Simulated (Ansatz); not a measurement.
# Na on Fe(100): change of the work function, part 5 of 6

Wanted: Δφ(θ) for Na/Fe(100), starting from the hollow site.

Ansatz 0.2.0; plane-wave DFT, PBE, Ansatz PAW.

So far, work function, upper face (eV): step 2 (the clean slab) 3.86; step 4 (adsorbate added, coverage 0.5 ML) 2.43; step 6 (the slab at 0.25 ML, atoms frozen) 2.24; step 7 (the substrate of the 0.25 ML cell alone) 3.86; step 8 (the adsorbate layer of the 0.25 ML cell alone) 2.86.

**10. A changed input**

This step: plane-wave DFT, PBE, Ansatz PAW (Ansatz 0.2.0).

System of this step: Na/Fe(100). The cell holds 22 atoms: 20 Fe and 2 Na. Cell: a = 5.740 Å, b = 5.740 Å, c = 26.017 Å, α = 90.0°, β = 90.0°, γ = 90.0°. Vacuum lies along c.

A run with a changed input: it repeats the earlier run at 0.5 ML with scf.occupations.method from fermi_dirac to methfessel_paxton, scf.occupations.width from 0.1 to 0.3, scf.lower_state_search to standard and accuracy to medium.

Input file input.yaml:

```yaml
crystal:
  lattice:
    - [5.74, 0.0, 0.0]
    - [0.0, 5.74, 0.0]
    - [0.0, 0.0, 26.0171609373]
  atoms:
    - { symbol: Fe, position: [0.0, 0.0, 0.3459255228], spin: 2.97 }
    - { symbol: Fe, position: [0.25, 0.25, 0.4010814257], spin: 2.38 }
    - { symbol: Fe, position: [0.0, 0.0, 0.455578151], spin: 2.5 }
    - { symbol: Fe, position: [0.25, 0.25, 0.5108773745], spin: 2.31 }
    - { symbol: Fe, position: [0.0, 0.0, 0.5625335051], spin: 2.92 }
    - { symbol: Fe, position: [0.0, 0.5, 0.3459255228], spin: 2.97 }
    - { symbol: Fe, position: [0.25, 0.75, 0.4010814257], spin: 2.38 }
    - { symbol: Fe, position: [0.0, 0.5, 0.455578151], spin: 2.5 }
    - { symbol: Fe, position: [0.25, 0.75, 0.5108773745], spin: 2.31 }
    - { symbol: Fe, position: [0.0, 0.5, 0.5625335051], spin: 2.92 }
    - { symbol: Fe, position: [0.5, 0.0, 0.3459255228], spin: 2.97 }
    - { symbol: Fe, position: [0.75, 0.25, 0.4010814257], spin: 2.38 }
    - { symbol: Fe, position: [0.5, 0.0, 0.455578151], spin: 2.5 }
    - { symbol: Fe, position: [0.75, 0.25, 0.5108773745], spin: 2.31 }
    - { symbol: Fe, position: [0.5, 0.0, 0.5625335051], spin: 2.92 }
    - { symbol: Fe, position: [0.5, 0.5, 0.3459255228], spin: 2.97 }
    - { symbol: Fe, position: [0.75, 0.75, 0.4010814257], spin: 2.38 }
    - { symbol: Fe, position: [0.5, 0.5, 0.455578151], spin: 2.5 }
    - { symbol: Fe, position: [0.75, 0.75, 0.5108773745], spin: 2.31 }
    - { symbol: Fe, position: [0.5, 0.5, 0.5625335051], spin: 2.92 }
    - { symbol: Na, position: [0.25, 0.25, 0.6540744772] }
    - { symbol: Na, position: [0.75, 0.75, 0.6540744772] }
magnetization:
  spin_polarized: true
kpoints:
  mp_grid: { grid: [5, 5, 1] }
hamiltonian:
  xc: pbe
scf:
  occupations: { method: methfessel_paxton, width: 0.3 }
  convergence: { dr2_threshold: 1.0e-08 }
  lower_state_search: standard
efield:
  axis: 3
  dipole_correction: true
  ramp_position: 0.97
  ramp_width: 0.06
relax:
  f_tol: 0.02
  max_steps: 60
  constraints: [{ sites: [0, 1, 5, 6, 10, 11, 15, 16] }]
output:
  bader: true
  dos: { projected: true, e_range: [-8, 4] }
  write_potential: true
  write_density: true
  volumetric_format: npy
accuracy: medium
```

Launch:

```sh
$ ansatz run input.yaml --threads 4 --pin off --max-ram 12288MiB --backend cpu --events-out ev --progress --plain --runs-dir out
```

Numbers of over 12 decimals in the logs are rounded to 6 here.

The program printed:

```text
[...]
band count auto-derived: 236 (N_el = 338.0; filled up to band 169; 235 by the electrons, moments and atoms)
[...]
Crystal: 22 atoms, lattice volume = 857.203 Å³
Basis set: ecut = 420 eV, 16859 PW (Γ), exchange–correlation on 80×80×360 points (8 copies of the dense FFT grid, shifted against one another)
Bands: 236, of which v1, the nominal top of the filled ones, is band 169 counted from 1 (168 counted from 0)
Symmetry: 16 space group operations
k-points: 6 of 25
[...]
Starting moments: Σ|m| = 52.32 μB on 20 of 22 sites
[...]
SCF iter   1: F=—  HF=-92572.961999 eV  |F-HF|=—  |Δ(HF+E_count)|=         —  Δρ=3.69e-2 (↑1.28e-2 ↓3.69e-2)  dr2=7.97e1  dr2_m=2.79e0  M=51.470 μB ∫|m|=52.023 μB  β_m=1.00  ethr=3.10e-3  p=0.000 e·Å  D=1.79e-7 V/Å  ΔV_dip=-0.00 eV  dr2_dipole=2.30e0  V_vac-E_F(+/−)=7.22/7.22 eV  ⟨swp⟩=14.4  Hψ=18110  notcnv=0  defer=10
[...]
SCF iter  11: F=—  HF=-92572.908017 eV  |F-HF|=—  |Δ(HF+E_count)|=         —  Δρ=3.42e-3 (↑2.48e-3 ↓3.42e-3)  dr2=3.13e-1  dr2_m=3.61e-2  M=52.462 μB ∫|m|=54.907 μB  β_m=0.65  ethr=9.41e-9  p=0.261 e·Å  D=5.52e-2 V/Å  ΔV_dip=-1.44 eV  dr2_dipole=2.26e-3  V_vac-E_F(+/−)=2.43/3.87 eV  ⟨swp⟩=2.3  Hψ=5154  notcnv=0  defer=378
[...]
iteration 11: the input's own smearing fills from here on; a Gaussian of 0.3 eV has filled iterations ahead of it
SCF iter  12: F=—  HF=-92572.902990 eV  |F-HF|=—  |Δ(HF+E_count)|=   5.03e-3  S|Δr|=    0.00e0  Δρ=1.09e-3 (↑1.00e-3 ↓1.09e-3)  dr2=4.71e-2  dr2_m=4.61e-3  M=52.471 μB ∫|m|=54.921 μB  β_m=0.78  ethr=9.41e-9  p=0.259 e·Å  D=5.46e-2 V/Å  ΔV_dip=-1.42 eV  dr2_dipole=7.84e-4  V_vac-E_F(+/−)=2.42/3.84 eV  ⟨swp⟩=4.0  Hψ=7469  notcnv=0  defer=378
[...]
SCF iter  26: F=-92572.905586 eV  HF=-92572.905586 eV  |F-HF|=6.62e-9  |Δ(HF+E_count)|=   2.88e-8  S|Δr|=    0.00e0  Δρ=6.51e-7 (↑6.51e-7 ↓4.88e-7)  dr2=5.79e-9  dr2_m=1.38e-9  M=52.576 μB ∫|m|=55.040 μB  ethr=2.96e-12  p=0.257 e·Å  D=5.43e-2 V/Å  ΔV_dip=-1.41 eV  dr2_dipole=1.12e-10  V_vac-E_F(+/−)=2.42/3.83 eV  ⟨swp⟩=16.5  Hψ=23042  notcnv=0
SCF 1 converged in 26 iterations: F = -92572.905586 eV  dr2 = 5.79e-9
[...]
relax step   1: F+E_penalty+E_count = -92572.90558639 eV  Δ(F+E_penalty+E_count) = +0.000e0 eV  max|allowed force component| = 8.185e-2 eV/Å  Δτ_max = 0.0000 Å  (26 SCF iters, accepted)
[...]
SCF iter  17: F=-92572.907207 eV  HF=-92572.907207 eV  |F-HF|=4.37e-11  |Δ(HF+E_count)|=   1.00e-9  S|Δr|=    0.00e0  Δρ=7.80e-8 (↑7.80e-8 ↓5.43e-8)  dr2=1.67e-10  dr2_m=9.49e-12  M=52.615 μB ∫|m|=55.085 μB  ethr=2.96e-12  p=0.257 e·Å  D=5.43e-2 V/Å  ΔV_dip=-1.41 eV  dr2_dipole=1.66e-11  V_vac-E_F(+/−)=2.42/3.83 eV  ⟨swp⟩=8.2  Hψ=14262  notcnv=0
SCF 2 converged in 17 iterations: F = -92572.907207 eV  dr2 = 1.67e-10
relax step   2: F+E_penalty+E_count = -92572.90720659 eV  Δ(F+E_penalty+E_count) = -1.620e-3 eV  max|allowed force component| = 4.570e-2 eV/Å  Δτ_max = 0.0084 Å  (17 SCF iters, accepted)
SCF iter   1: F=—  HF=-92572.908293 eV  |F-HF|=—  |Δ(HF+E_count)|=         —  Δρ=9.18e-4 (↑2.46e-4 ↓9.18e-4)  dr2=3.69e-2  dr2_m=1.82e-3  M=52.605 μB ∫|m|=55.072 μB  β_m=1.20  ethr=1.17e-4  p=0.257 e·Å  D=5.43e-2 V/Å  ΔV_dip=-1.41 eV  dr2_dipole=6.41e-3  V_vac-E_F(+/−)=2.42/3.83 eV  ⟨swp⟩=2.0  Hψ=3989  notcnv=0  defer=74
[...]
SCF iter  16: F=-92572.907935 eV  HF=-92572.907935 eV  |F-HF|=1.03e-9  |Δ(HF+E_count)|=  8.88e-10  S|Δr|=    0.00e0  Δρ=3.28e-7 (↑3.22e-7 ↓3.28e-7)  dr2=3.43e-9  dr2_m=4.42e-10  M=52.655 μB ∫|m|=55.131 μB  ethr=2.96e-12  p=0.258 e·Å  D=5.44e-2 V/Å  ΔV_dip=-1.42 eV  dr2_dipole=7.39e-10  V_vac-E_F(+/−)=2.42/3.83 eV  ⟨swp⟩=8.8  Hψ=15033  notcnv=0
SCF 3 converged in 16 iterations: F = -92572.907935 eV  dr2 = 3.43e-9
relax step   3: F+E_penalty+E_count = -92572.90793523 eV  Δ(F+E_penalty+E_count) = -7.286e-4 eV  max|allowed force component| = 2.518e-3 eV/Å  Δτ_max = 0.0098 Å  (16 SCF iters, accepted)
[...]
SCF converged after 16 iterations
Stability not checked: this state was not tested for a lower state beside it, because cold or Methfessel-Paxton smearing, or corrected tetrahedra, fill the levels in a way that the test cannot read (fill_not_monotonic; see scf.lower_state_search)
Magnetization: 52.6550 μB (195.3275 up, 142.6725 down)
Absolute magnetization: 55.1331 μB (∫|ρ↑−ρ↓|, with the PAW one-centre terms)
[...]
Per-site moments (μB) at R_I (Å): [(2.982275, 1.025266), (2.421529, 1.023787), (2.520037, 1.023787), (2.337401, 1.002372), (2.830168, 1.002372), (2.982275, 1.025266), (2.420003, 1.023787), (2.520037, 1.023787), (2.336855, 1.005490), (2.830168, 1.002372), (2.982275, 1.025266), (2.420003, 1.023787), (2.520037, 1.023787), (2.336855, 1.005490), (2.830168, 1.002372), (2.982275, 1.025266), (2.421529, 1.023787), (2.520037, 1.023787), (2.337401, 1.002372), (2.830168, 1.002372), (-0.014541, 1.289799), (-0.014541, 1.289799)]
Free energy (F): -92572.907935 eV
[...]
Internal energy: -92572.933344 eV  (E = F + TS)
E sigma→0 (E₀):  -92572.914288 eV
Entropy (-TS):   0.025409 eV (1.155 meV/atom)
Fermi energy:    3.141538 eV
Dipole field:    D = 0.054420 V/Å  (p = 0.257799 e·Å, saw-weighted, corrected)
Work function:   Φ+ = 2.4177 eV   Φ− = 3.8336 eV
[...]
--- Forces (eV/Å), atoms counted from 1 ---
  atom   1  Fe     0.00000000     0.00000000     0.44483951
  atom   2  Fe     0.00000000     0.00000000    -0.43963332
  atom   3  Fe     0.00000000    -0.00000000    -0.00064220
  atom   4  Fe    -0.00000000    -0.00000000     0.00063561
  atom   5  Fe     0.00000000     0.00000000     0.00162447
  atom   6  Fe     0.00000000    -0.00000000     0.44483951
  atom   7  Fe     0.00000000    -0.00000000    -0.44945767
  atom   8  Fe     0.00000000     0.00000000    -0.00064220
  atom   9  Fe     0.00000000     0.00000000    -0.00069361
  atom  10  Fe     0.00000000    -0.00000000     0.00162447
  atom  11  Fe     0.00000000    -0.00000000     0.44483951
  atom  12  Fe     0.00000000    -0.00000000    -0.44945767
  atom  13  Fe     0.00000000     0.00000000    -0.00064220
  atom  14  Fe     0.00000000     0.00000000    -0.00069361
  atom  15  Fe    -0.00000000    -0.00000000     0.00162447
  atom  16  Fe     0.00000000     0.00000000     0.44483951
  atom  17  Fe     0.00000000     0.00000000    -0.43963332
  atom  18  Fe     0.00000000    -0.00000000    -0.00064220
[...]
3     Fe     -0.0836     0.0001     2.2905
     4     Fe     -0.2262     0.0000     2.9183
     5     Fe      0.0553     0.0001     3.1256
     6     Fe     -0.0667     0.0000     2.3612
     7     Fe      0.0319     0.0001     2.4818
     8     Fe     -0.0756     0.0001     2.2894
     9     Fe     -0.2261     0.0000     2.9183
    10     Fe      0.0553     0.0001     3.1256
    11     Fe     -0.0667     0.0000     2.3612
    12     Fe      0.0319     0.0001     2.4818
    13     Fe     -0.0756     0.0001     2.2894
    14     Fe     -0.2262     0.0000     2.9183
    15     Fe      0.0553     0.0001     3.1256
    16     Fe     -0.0675     0.0000     2.3621
    17     Fe      0.0319     0.0001     2.4818
    18     Fe     -0.0836     0.0001     2.2905
    19     Fe     -0.2261     0.0000     2.9183
    20     Na      0.5713     0.0001    -0.0271
    21     Na      0.5713     0.0001    -0.0271
  estimated error of the sums over rays = 7.0e-4 e
--- Search for a lower minimum behind the relaxation: the rows below count on from the relaxation's ---
SCF iter   1: F=—  HF=-92573.537822 eV  |F-HF|=—  |Δ(HF+E_count)|=         —  Δρ=4.07e-2 (↑1.68e-2 ↓4.07e-2)  dr2=8.27e1  dr2_m=4.37e0  M=52.302 μB ∫|m|=52.863 μB  β_m=1.00  ethr=3.10e-3  p=0.000 e·Å  D=3.14e-7 V/Å  ΔV_dip=-0.00 eV  dr2_dipole=1.96e0  V_vac-E_F(+/−)=7.17/7.17 eV  ⟨swp⟩=13.4  Hψ=17115  notcnv=0  defer=9
[...]
SCF iter  30: F=-92572.907935 eV  HF=-92572.907935 eV  |F-HF|=6.91e-9  |Δ(HF+E_count)|=   2.71e-9  S|Δr|=    0.00e0  Δρ=4.30e-7 (↑2.13e-7 ↓4.30e-7)  dr2=6.04e-9  dr2_m=2.30e-10  M=52.655 μB ∫|m|=55.131 μB  ethr=1.00e-12  p=0.258 e·Å  D=5.44e-2 V/Å  ΔV_dip=-1.42 eV  dr2_dipole=1.11e-9  V_vac-E_F(+/−)=2.42/3.83 eV  ⟨swp⟩=1.0  Hψ=6567  notcnv=0
SCF 1 converged in 30 iterations: F = -92572.907935 eV  dr2 = 6.04e-9
a single-point calculation of the run's input, under the relaxation's own `scf.mixing.negative_modes` where the relaxation goes by `scf.lower_state_search: light` itself or types `scf.max_iter`, was made at the relaxed geometry, from the atoms, in 30 SCF iterations in all. It converged +0.0 meV from the relaxation's final energy, with moments (2.98, 2.42, 2.52, 2.34, 2.83, 2.98, 2.42, 2.52, 2.34, 2.83, 2.98, 2.42, 2. [...]
SCF converged after 16 iterations
[...]
Magnetization: 52.6550 μB (195.3275 up, 142.6725 down)
Absolute magnetization: 55.1331 μB (∫|ρ↑−ρ↓|, with the PAW one-centre terms)
[...]
Per-site moments (μB) at R_I (Å): [(2.982275, 1.025266), (2.421529, 1.023787), (2.520037, 1.023787), (2.337401, 1.002372), (2.830168, 1.002372), (2.982275, 1.025266), (2.420003, 1.023787), (2.520037, 1.023787), (2.336855, 1.005490), (2.830168, 1.002372), (2.982275, 1.025266), (2.420003, 1.023787), (2.520037, 1.023787), (2.336855, 1.005490), (2.830168, 1.002372), (2.982275, 1.025266), (2.421529, 1.023787), (2.520037, 1.023787), (2.337401, 1.002372), (2.830168, 1.002372), (-0.014541, 1.289799), (-0.014541, 1.289799)]
Free energy (F): -92572.907935 eV
[...]
Internal energy: -92572.933344 eV  (E = F + TS)
E sigma→0 (E₀):  -92572.914288 eV
Entropy (-TS):   0.025409 eV (1.155 meV/atom)
Fermi energy:    3.141538 eV
Dipole field:    D = 0.054420 V/Å  (p = 0.257799 e·Å, saw-weighted, corrected)
Work function:   Φ+ = 2.4177 eV   Φ− = 3.8336 eV
[...]
--- Forces (eV/Å), atoms counted from 1 ---
  atom   1  Fe     0.00000000     0.00000000     0.44483951
  atom   2  Fe     0.00000000     0.00000000    -0.43963332
  atom   3  Fe     0.00000000    -0.00000000    -0.00064220
  atom   4  Fe    -0.00000000    -0.00000000     0.00063561
  atom   5  Fe     0.00000000     0.00000000     0.00162447
  atom   6  Fe     0.00000000    -0.00000000     0.44483951
  atom   7  Fe     0.00000000    -0.00000000    -0.44945767
  atom   8  Fe     0.00000000     0.00000000    -0.00064220
  atom   9  Fe     0.00000000     0.00000000    -0.00069361
  atom  10  Fe     0.00000000    -0.00000000     0.00162447
  atom  11  Fe     0.00000000    -0.00000000     0.44483951
  atom  12  Fe     0.00000000    -0.00000000    -0.44945767
  atom  13  Fe     0.00000000     0.00000000    -0.00064220
  atom  14  Fe     0.00000000     0.00000000    -0.00069361
  atom  15  Fe    -0.00000000    -0.00000000     0.00162447
  atom  16  Fe     0.00000000     0.00000000     0.44483951
  atom  17  Fe     0.00000000     0.00000000    -0.43963332
  atom  18  Fe     0.00000000    -0.00000000    -0.00064220
  atom  19  Fe    -0.00000000    -0.00000000     0.00063561
  atom  20  Fe     0.00000000     0.00000000     0.00162447
  atom  21  Na     0.00000000     0.00000000    -0.00251775
  atom  22  Na     0.00000000     0.00000000    -0.00251775
  max |Σ_I F_I| component: 4.64e-5 eV/Å
--- Band table (eV; the first three rows and the last of 12) ---
  k-point 0 ↑: bands = [... 165 lower, 1.7965, 1.8430, 1.8476, 1.9025, 1.9025, 2.0465, 2.0785, 2.1305, ... 63 higher]
  k-point 1 ↑: bands = [... 165 lower, 1.8252, 1.8531, 1.8619, 1.8826, 1.9639, 2.0068, 2.0171, 2.0580, ... 63 higher]
  k-point 2 ↑: bands = [... 165 lower, 1.7701, 1.7816, 1.7884, 1.7969, 1.8459, 1.8945, 1.9013, 1.9589, ... 63 higher]
  k-point 5 ↓: bands = [... 165 lower, 4.5615, 4.5676, 4.5794, 4.5977, 4.6226, 4.6311, 4.6410, 4.6457, ... 63 higher]
--- Relaxed structure (3 steps of the walk, 3 accepted, 0 SCFs on fresh bases) ---
  F+E_penalty+E_count = -92572.90793523 eV   max|allowed force component| = 2.518e-3 eV/Å
  atoms:
    - { symbol: Fe, position: [0.0, 0.0, 0.3459255228] }
    - { symbol: Fe, position: [0.25, 0.25, 0.4010814257] }
    - { symbol: Fe, position: [0, 0, 0.455998] }
    - { symbol: Fe, position: [0.25, 0.25, 0.511575] }
    - { symbol: Fe, position: [0, 0, 0.562947] }
    - { symbol: Fe, position: [0.0, 0.5, 0.3459255228] }
    - { symbol: Fe, position: [0.25, 0.750000, 0.4010814257] }
    - { symbol: Fe, position: [0, 0.5, 0.455998] }
    - { symbol: Fe, position: [0.25, 0.750000, 0.511048] }
    - { symbol: Fe, position: [0, 0.5, 0.562947] }
    - { symbol: Fe, position: [0.5, 0.0, 0.3459255228] }
    - { symbol: Fe, position: [0.750000, 0.25, 0.4010814257] }
    - { symbol: Fe, position: [0.5, 0, 0.455998] }
    - { symbol: Fe, position: [0.750000, 0.25, 0.511048] }
    - { symbol: Fe, position: [0.5, 0, 0.562947] }
    - { symbol: Fe, position: [0.5, 0.5, 0.3459255228] }
    - { symbol: Fe, position: [0.750000, 0.750000, 0.4010814257] }
    - { symbol: Fe, position: [0.5, 0.5, 0.455998] }
    - { symbol: Fe, position: [0.750000, 0.750000, 0.511575] }
    - { symbol: Fe, position: [0.5, 0.5, 0.562947] }
    - { symbol: Na, position: [0.25, 0.25, 0.654376] }
    - { symbol: Na, position: [0.750000, 0.750000, 0.654376] }
--- Bader charges: 22 sites ---
  site symbol  charge [e]  shift [e]    m [muB]
     0     Fe      0.0553     0.0001     3.1256
     1     Fe     -0.0675     0.0000     2.3621
     2     Fe      0.0319     0.0001     2.4818
     3     Fe     -0.0836     0.0001     2.2905
     4     Fe     -0.2262     0.0000     2.9183
     5     Fe      0.0553     0.0001     3.1256
     6     Fe     -0.0667     0.0000     2.3612
     7     Fe      0.0319     0.0001     2.4818
     8     Fe     -0.0756     0.0001     2.2894
     9     Fe     -0.2261     0.0000     2.9183
    10     Fe      0.0553     0.0001     3.1256
    11     Fe     -0.0667     0.0000     2.3612
    12     Fe      0.0319     0.0001     2.4818
    13     Fe     -0.0756     0.0001     2.2894
    14     Fe     -0.2262     0.0000     2.9183
    15     Fe      0.0553     0.0001     3.1256
    16     Fe     -0.0675     0.0000     2.3621
    17     Fe      0.0319     0.0001     2.4818
    18     Fe     -0.0836     0.0001     2.2905
    19     Fe     -0.2261     0.0000     2.9183
    20     Na      0.5713     0.0001    -0.0271
    21     Na      0.5713     0.0001    -0.0271
  estimated error of the sums over rays = 7.0e-4 e
```

Wall time 16 min (4 threads of Arm Neoverse V1, shared host); peak memory 5.2 GiB.

```tsv
quantity	this run	earlier run	difference
work function, upper face (eV)	2.418	2.427	-0.0097
work function, lower face (eV)	3.834	3.859	-0.025
dipole along the normal (e·Å)	0.2578	0.2606	-0.0028
total moment (μB)	52.66	52.12	0.54
```

What moves beyond 0.01 in its unit (for the dipole 0.5 % and 5e-5 e·Å): total moment (+0.54 μB), work function, lower face (-0.0251 eV) and dipole along the normal (-0.00279 e·Å).

The change shows in the results, which are not taken further.

(Continued in part 6 of 6.)

[Logs are printed without paths, hosts, clocks, repeated set-up lines and the standing remarks that a program may print on its own settings, such as how far it seeks lower states.]

[Hosts, paths, dates, database ids (printed as entryN), source tags and the programs' standing remarks are cut or masked in the printed files.]

[Maps of the electrostatic potential energy from Ansatz leave out the sawtooth potential of an applied field or a dipole correction, so their vacuum need not be flat; planar profiles and work functions include it.]
